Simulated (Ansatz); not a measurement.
## Resistivity from frozen vibrations: Ta(100) with 4 thermally displaced layers, 2x2

Aim: the resistivity of Ta at 800 K from frozen thermal displacements between perfect leads.

Calculated with Ansatz 0.2.0; Ansatz plane-wave DFT, PBE, PAW files; ballistic transport by layer matching (Landauer), zero bias; PAW set soft_1.

## (1) The structure

The cell holds 56 atoms: 56 Ta. Its edges and angles: a = 6.605 Å, b = 6.605 Å, c = 23.118 Å, α = 90.0°, β = 90.0°, γ = 90.0°. It derives from Ta. Regions: lead, 40 atoms (40 Ta); scattering region, 16 atoms (16 Ta). The structure is stacked along c, and the current runs across the ab planes.

## (2) With 4 displaced layers

Each atom of 4 layers is moved at random, by amounts drawn from a normal law 0.1058 Å wide in each direction from the Debye model (240 K) at 800 K. The layers about the cell's end stay perfect and serve as the lead. Disorder leaves little or no symmetry, which makes such runs dear. Energies from -0.05 to 0.05 eV in steps of 0.05 eV are too few for the program's thermal sum, so it prints no conductance; for a metal the transmission near the Fermi level serves, at a fraction of the cost.

input.yaml reads:

```yaml
crystal:
  lattice:
    - [6.60512, 0.0, 0.0]
    - [0.0, 6.60512, 0.0]
    - [0.0, 0.0, 23.11792]
  atoms:
    - { symbol: Ta, position: [0.0, 0.0, 0.0357142857] }
    - { symbol: Ta, position: [0.0, 0.5, 0.0357142857] }
    - { symbol: Ta, position: [0.5, 0.0, 0.0357142857] }
    - { symbol: Ta, position: [0.5, 0.5, 0.0357142857] }
    - { symbol: Ta, position: [0.25, 0.25, 0.1071428571] }
    - { symbol: Ta, position: [0.25, 0.75, 0.1071428571] }
    - { symbol: Ta, position: [0.75, 0.25, 0.1071428571] }
    - { symbol: Ta, position: [0.75, 0.75, 0.1071428571] }
    - { symbol: Ta, position: [0.0, 0.0, 0.1785714286] }
    - { symbol: Ta, position: [0.0, 0.5, 0.1785714286] }
    - { symbol: Ta, position: [0.5, 0.0, 0.1785714286] }
    - { symbol: Ta, position: [0.5, 0.5, 0.1785714286] }
    - { symbol: Ta, position: [0.25, 0.25, 0.25] }
    - { symbol: Ta, position: [0.25, 0.75, 0.25] }
    - { symbol: Ta, position: [0.75, 0.25, 0.25] }
    - { symbol: Ta, position: [0.75, 0.75, 0.25] }
    - { symbol: Ta, position: [0.0, 0.0, 0.3214285714] }
    - { symbol: Ta, position: [0.0, 0.5, 0.3214285714] }
    - { symbol: Ta, position: [0.5, 0.0, 0.3214285714] }
    - { symbol: Ta, position: [0.5, 0.5, 0.3214285714] }
    - { symbol: Ta, position: [0.2520143151, 0.2478835573, 0.395788619] }
    - { symbol: Ta, position: [0.2516805974, 0.7414180785, 0.3945123111] }
    - { symbol: Ta, position: [0.7708912933, 0.2651731177, 0.3896358592] }
    - { symbol: Ta, position: [0.7297267714, 0.7400145636, 0.3930463087] }
    - { symbol: Ta, position: [0.962750845, 0.9964947541, 0.4585826709] }
    - { symbol: Ta, position: [0.9882683961, 0.491280465, 0.4628378793] }
    - { symbol: Ta, position: [0.506594704, 0.0167020336, 0.4636973586] }
    - { symbol: Ta, position: [0.5218920154, 0.4893429628, 0.4658947195] }
    - { symbol: Ta, position: [0.2644744324, 0.2515061644, 0.5323109859] }
    - { symbol: Ta, position: [0.2352331024, 0.7426668067, 0.5367222088] }
    - { symbol: Ta, position: [0.7338249779, 0.2466488128, 0.5349854478] }
    - { symbol: Ta, position: [0.7586648492, 0.7534390387, 0.5373409718] }
    - { symbol: Ta, position: [0.9895250577, 0.9979234691, 0.6107314331] }
    - { symbol: Ta, position: [0.0239261556, 0.4798285994, 0.6140727047] }
    - { symbol: Ta, position: [0.5215621758, 0.0125173351, 0.6083533786] }
    - { symbol: Ta, position: [0.4949706646, 0.5233588471, 0.6161157603] }
    - { symbol: Ta, position: [0.25, 0.25, 0.6785714286] }
    - { symbol: Ta, position: [0.25, 0.75, 0.6785714286] }
    - { symbol: Ta, position: [0.75, 0.25, 0.6785714286] }
    - { symbol: Ta, position: [0.75, 0.75, 0.6785714286] }
    - { symbol: Ta, position: [0.0, 0.0, 0.75] }
    - { symbol: Ta, position: [0.0, 0.5, 0.75] }
    - { symbol: Ta, position: [0.5, 0.0, 0.75] }
    - { symbol: Ta, position: [0.5, 0.5, 0.75] }
    - { symbol: Ta, position: [0.25, 0.25, 0.8214285714] }
    - { symbol: Ta, position: [0.25, 0.75, 0.8214285714] }
    - { symbol: Ta, position: [0.75, 0.25, 0.8214285714] }
    - { symbol: Ta, position: [0.75, 0.75, 0.8214285714] }
    - { symbol: Ta, position: [0.0, 0.0, 0.8928571429] }
    - { symbol: Ta, position: [0.0, 0.5, 0.8928571429] }
    - { symbol: Ta, position: [0.5, 0.0, 0.8928571429] }
    - { symbol: Ta, position: [0.5, 0.5, 0.8928571429] }
    - { symbol: Ta, position: [0.25, 0.25, 0.9642857143] }
    - { symbol: Ta, position: [0.25, 0.75, 0.9642857143] }
    - { symbol: Ta, position: [0.75, 0.25, 0.9642857143] }
    - { symbol: Ta, position: [0.75, 0.75, 0.9642857143] }
kpoints:
  mp_grid: { grid: [4, 4, 1] }
hamiltonian:
  xc: pbe
  pseudopotentials: { kind: paw, azcp: { folder: soft_1 } }
scf:
  occupations: { method: fermi_dirac, width: 0.1 }
output:
  transmission: { leads: [[0, 4]], kmesh: [8, 8], e_range: [-0.05, 0.05], de: 0.05 }
  write_potential: true
  write_density: true
  volumetric_format: npy
  elf: true
```

Command:

```console
$ ansatz run input.yaml --threads 4 --pin off --max-ram 15360MiB --backend cpu --events-out ev --progress --plain --runs-dir out
```

Numbers of over 12 decimals in the logs are rounded to 6 here.

The program printed:

```text
Engine: ansatz 0.2.0, x86_64-unknown-linux-gnu
Pseudopotentials: kind: paw
Pseudopotential: Ta, paw, valence charge 13, recommended cutoff 420 eV (normal), soft_1/Ta.paw.azcp
Functional definition: PBE
  parameter kappa = 0.804
  parameter beta = 0.066725
  exchange = pbe_x(kappa = kappa, mu = beta*pi^2/3)
  correlation = pbe_c(beta = beta)
Crystal: 56 atoms, lattice volume = 1008.580 Å³
Basis set: ecut = 420 eV, 19677 PW (Γ)
Bands: 437, of which v1, the nominal top of the filled ones, is band 364 counted from 1 (363 counted from 0)
Symmetry: 1 space group operations
Space group: P1 (ITA 1), of the structure as read, at distance tolerance 1.0e-4 Å
k-points: 10 of 16 (time reversal used)
Non-local potential: Ta, projectors of the file, l = 0: 3, l = 1: 2, l = 2: 2, l = 3: 1
PAW form: soft (Blöchl's): semilocal exchange-correlation on the pseudo side does not see the compensation charge
PAW one-centre angular grid: Ta, 590 points (default); XC on 64 Gauss nodes
Initial density: superposition of atomic densities (chi_scale 0.1, normalization cell)
Initial wavefunctions: pseudopotential atomic-orbital guess
Functional: x = pbe(κ = 0.804, μ = 0.219515), c = pbe(β = 0.066725)
SCF iter   1: F=—  HF=-556267.254598 eV  |F-HF|=—  |Δ(HF+E_count)|=         —  Δρ=4.32e-2  dr2=3.87e1  ethr=3.10e-3  ⟨swp⟩=6.0  Hψ=17178  notcnv=0  defer=21
preconditioner: auto → Kerker (q_TF=auto, 2.584 Å⁻¹)  [metal: Δε(μ)=0.006 eV  Ē_g=4.265 eV  σ=0.100 eV  W_gap=0.01  n_scr=294 (ndim 8)  ℏωp=19.6 eV  f_vac=0.000  D(μ)=67.15/eV (n_scr^D=724)]
SCF iter   2: F=—  HF=-556262.449614 eV  |F-HF|=—  |Δ(HF+E_count)|=    4.80e0  Δρ=2.62e-2  dr2=1.04e1  ethr=3.10e-3  ⟨swp⟩=2.0  Hψ=5394  notcnv=0  defer=148
SCF iter   3: F=—  HF=-556260.061252 eV  |F-HF|=—  |Δ(HF+E_count)|=    2.39e0  Δρ=4.18e-3  dr2=1.75e-1  ethr=1.43e-3  ⟨swp⟩=2.8  Hψ=6965  notcnv=0  defer=148
SCF iter   4: F=—  HF=-556260.021270 eV  |F-HF|=—  |Δ(HF+E_count)|=   4.00e-2  Δρ=3.34e-4  dr2=1.62e-3  ethr=2.41e-5  ⟨swp⟩=2.0  Hψ=5486  notcnv=0  defer=148
SCF iter   5: F=—  HF=-556260.021513 eV  |F-HF|=—  |Δ(HF+E_count)|=   2.43e-4  Δρ=7.87e-5  dr2=4.42e-5  ethr=2.23e-7  ⟨swp⟩=2.2  Hψ=5895  notcnv=0  defer=142
SCF iter   6: F=—  HF=-556260.020878 eV  |F-HF|=—  |Δ(HF+E_count)|=   6.35e-4  Δρ=9.90e-6  dr2=8.70e-7  ethr=6.07e-9  ⟨swp⟩=2.6  Hψ=7474  notcnv=0  defer=142
SCF iter   7: F=-556260.020877 eV  HF=-556260.020878 eV  |F-HF|=1.27e-8  |Δ(HF+E_count)|=   3.70e-8  Δρ=1.86e-6  dr2=3.48e-8  ethr=1.37e-11  ⟨swp⟩=11.7  Hψ=14826  notcnv=0
SCF 1 converged in 7 iterations: F = -556260.020877 eV  dr2 = 3.48e-8
  greatest PAW one-centre occupation: 0.999 electrons in one spin orbital (limit 2), on the Ta atom at site 20 (counted from 0), in its partial waves of l = 0
transmission: 147 of 1462 steps passed
transmission: 294 of 1462 steps passed
[...]
transmission: 1462 of 1462 steps passed
SCF converged after 7 iterations
Free energy (F): -556260.020877 eV
Harris-Foulkes:  -556260.020878 eV  (|F-HF|=1.27e-8)
Internal energy: -556257.706782 eV  (E = F + TS)
E sigma→0 (E₀):  -556258.863830 eV
Entropy (-TS):   -2.314096 eV (-41.323 meV/atom)
Fermi energy:    18.542015 eV
--- Per-component energies (eV) ---
  E_band       = -5881.723800
  E_kinetic    = 22055.106499
  E_local      = -30900.706523  (includes V_loc(G=0)·N_el)
  E_nonlocal   = -613.567852
  E_hartree    = 11221.332356
  E_xc         = -17996.712649
  E_vxc        = -13092.465602  (∫ρ·V_xc dr)
  E_paw        = -465061.446856  (= ΣΔE_a)
  E_vpaw       = -5772.752929  (= ΣTr[D̂ρ^β])
  E_aug_tail   = 0.005347  (compensation charges beyond the density's cutoff)
  E_ewald      = -74961.717104
  E_smearing   = -2.314096  (= −TS)
  E_closure    = 0.000000  (closes the sum)
  Σ components = -556260.020877   (vs F -556260.020877, Δ=0.00e0)
--- Band table (eV; the first three rows and the last of 10) ---
  k-point 0: bands = [... 360 lower, 19.1920, 19.1975, 19.2129, 19.2257, 19.2505, 19.2728, 19.3456, 19.3890, ... 69 higher]
  k-point 1: bands = [... 360 lower, 18.8698, 18.8818, 18.8950, 18.9159, 18.9369, 18.9435, 18.9755, 19.0083, ... 69 higher]
  k-point 2: bands = [... 360 lower, 18.3858, 18.4307, 18.4468, 18.4783, 18.5020, 18.5278, 18.5839, 18.5905, ... 69 higher]
  k-point 9: bands = [... 360 lower, 17.9117, 17.9256, 17.9410, 17.9495, 17.9694, 17.9774, 17.9826, 17.9966, ... 69 higher]
--- Transmission ---
  basis      : 377 plane waves across, 43 finite elements along
  points     : 34, standing for a mesh of 8 x 8
  energies   : 3 from -0.050000 to 0.050000 eV about the Fermi level, 0.050000 eV apart; the leads are filled to 0.000000 eV, and channels, transmission and decay are at 0.000000 eV
  crystal 0  : Ta4, at the sites [0, 4], period 1.6513 Å, over 16.51 Å; its Hamiltonian steps by up to 5.0 meV
    offset         : up to 0.0000 Å between an atom of the period and one for which it stands
    channels       : 1.048438e1 a spin
    conductance    : none, the energies end too early or step too widely for 300 K: set another output.transmission.e_range or a lower de, or, where they end at an eighth of basis.ecutwfc, a higher one
  junction   : crystal 0 to crystal 0, 0.70 to 22.16 Å
    transmission   : 6.772197e0 a spin
    conductance    : none, the energies end too early or step too widely for 300 K: set another output.transmission.e_range or a lower de, or, where they end at an eighth of basis.ecutwfc, a higher one
```

It took 9.4 min on 4 threads of AMD EPYC 9R14 (Zen 4), shared host; peak memory 8.4 GiB; 30 min of CPU time.

The column dr2 measures how far the density is from self-consistency, as an energy; F and HF (Harris–Foulkes) agree once it is small.

Numbers from this step:

| Property | Result |
| --- | --- |
| free energy | -556260.0209 eV |
| energy at zero smearing | -556258.8638 eV |
| Fermi energy | 18.54 eV |
| cell area | 43.63 Å² |
| transmission per spin nearest the Fermi level | 6.772 |
| open channels per spin nearest the Fermi level | 10.48 |
| step of the lead's potential | 5 meV |

Per spin. The transmission, zone mean by energy, zero at the Fermi level:

```csv
energy (eV),"transmission, zone mean"
-0.0500,6.80
0.0000,6.77
0.0500,6.53
```

Per spin. Open channels, zone mean, lead against energy, zero at the Fermi level:

```csv
energy (eV),"open channels, zone mean, lead"
-0.0500,10.3
0.0000,10.5
0.0500,9.86
```

Transmission over k1 and k2. At 0.0000 eV from the Fermi level.

Values, 8 rows by 8 columns:
```
4.00 2.76 5.52 7.35 7.39 7.12 4.59 2.16
3.72 5.39 7.76 8.87 9.20 8.78 7.42 4.28
6.68 6.97 8.65 9.21 9.57 9.19 8.94 6.92
7.43 6.87 9.30 9.63 9.88 9.63 9.30 6.87
6.68 6.92 8.94 9.19 9.57 9.21 8.65 6.97
3.72 4.28 7.42 8.78 9.20 8.87 7.76 5.39
4.00 2.16 4.59 7.12 7.39 7.35 5.52 2.76
3.45 4.18 4.08 6.31 7.06 6.31 4.08 4.18
```
Columns: k1 (b1) from -0.5 to 0.375; rows upwards: k2 (b2) from -0.5 to 0.375.

Open channels over k1 and k2. At 0.0000 eV from the Fermi level.

Ten even steps from '0' (4.0) to '9' (14.0):
```
20588850
45999995
68977798
68977798
68977798
45999995
20588850
02466642
```
Columns: k1 (b1) from -0.5 to 0.375; rows upwards: k2 (b2) from -0.5 to 0.375.

Electrostatic potential energy in the ca plane at fractional y = 0.000, with atoms of Ta within 0.2 Å of it. With pseudopotentials it is smooth inside the atoms' cores, unlike the true potential.

Ten even steps from '0' (-45 eV) to '9' (21 eV), each cell a mean:
```
40025899740016899620026999841014899840025899
64357999864357999731147999963236999864357999
87789999987789999865578999987678999987789999
99999999999999999998899999999999999999999999
99999999999999999999999999999999999999999999
98899999998899999998889999998789999998899999
76568999976568999975568999974357999976568999
52136999852136999851136999841025899852136999
30015899730015899730015899730015899730015899
40025899740016899841026999852126999740025899
64357999864357999974458999976568999864357999
87789999987789999998889999998889999987789999
99999999999999999999999999999999999999999999
99999999999999999999999999999999999999999999
98899999998899999999999999999999999998899999
76568999976568999988889999987678999976568999
52136999852136999864468999863236899852136999
30015899730015899730037999841004899730015899
```
Columns run along c (16.0 Å, from fractional 0.15 to 0.85 of the cell; values clipped at the 3rd and 97th percentile), rows up along a (6.6 Å). Atoms in or near the plane, at fractional coordinates: Ta at (0.18, 0.00), Ta at (0.18, 0.50), Ta at (0.32, 0.00), Ta at (0.32, 0.50), Ta at (0.46, 0.96), Ta at (0.46, 0.51), Ta at (0.61, 0.99), Ta at (0.61, 0.52), Ta at (0.75, 0.00), Ta at (0.75, 0.50).

Valence density in the ca plane at fractional y = 0.000, with atoms of Ta within 0.2 Å of it. It is the smooth field of the valence electrons, not physical close to the nuclei.

Ten even steps from '0' (0.2 e/Å³) to '9' (4.6 e/Å³), each cell a mean:
```
49982000049982000288971000039994000049982000
14530000014530000159951000015751000014531000
00000000000100000013310000001110000000100000
00000000000000000000000000000000000000000000
00000000000000000000000000000000000000000000
00000000000000000000000000000000000000000000
02210000002210000012320000014530000002210000
38961000038961000038961000049982000038961000
69893000059892000059882000059893000059893000
49982000049982000049972000038972000049982000
14530000014530000014420000002320000014531000
00000000000100000000000000000000000000100000
00000000000000000000000000000000000000000000
00000000000000000000000000000000000000000000
00000000000000000000000000000000000000000000
02210000002210000000000000001210000002210000
38961000038961000024410000026862000038961000
69893000059892000169951000049894000059893000
```
Columns run along c (16.0 Å, from fractional 0.15 to 0.85 of the cell), rows up along a (6.6 Å). Atoms in or near the plane, at fractional coordinates: Ta at (0.18, 0.00), Ta at (0.18, 0.50), Ta at (0.32, 0.00), Ta at (0.32, 0.50), Ta at (0.46, 0.96), Ta at (0.46, 0.51), Ta at (0.61, 0.99), Ta at (0.61, 0.52), Ta at (0.75, 0.00), Ta at (0.75, 0.50).

ELF in the ca plane at fractional y = 0.000, with atoms of Ta within 0.2 Å of it. It is the smooth field of the valence electrons, not physical close to the nuclei.

Ten even steps from '0' (0.14) to '9' (0.73), each cell a mean:
```
87595042187495131390293153078277033187495143
48872265148972352298882254148984255248972265
11112566411112564236632465422222466411112566
42235655653234566421135655652235655542235655
64356645664345556653357655653246655654356645
31014556531013455531124665521113566521014566
24531465224531354225642465237862366224531465
79894153169893143179894153178695144169894154
94086032184086032194185032185076032184086032
87595042187495143188694143069894142187495143
48872265148972265237862365125641364148972265
11112566421112566411112566420013565411112566
42235555653235655542235655653345555542235655
64356545664346655565556555654456545654356645
31014555531014665532234555531014566521014556
24531465224531466311102455313431466224531465
79894153169893154158840253049994154169894154
94086032185085132396792142077177032184086032
```
Columns run along c (16.0 Å, from fractional 0.15 to 0.85 of the cell), rows up along a (6.6 Å). Atoms in or near the plane, at fractional coordinates: Ta at (0.18, 0.00), Ta at (0.18, 0.50), Ta at (0.32, 0.00), Ta at (0.32, 0.50), Ta at (0.46, 0.96), Ta at (0.46, 0.51), Ta at (0.61, 0.99), Ta at (0.61, 0.52), Ta at (0.75, 0.00), Ta at (0.75, 0.50).

Over the solved energies the transmission per spin lies between 6.53 and 6.80, out of 10.2 channels of the lead on average (up to 10.5).

(Continued in part 2 of 2.)

[Logs are printed without paths, hosts, clocks, repeated set-up lines and the standing remarks that a program may print on its own settings, such as how far it seeks lower states.]

[Hosts, paths, dates, database ids (printed as entryN), source tags and the programs' standing remarks are cut or masked in the printed files.]
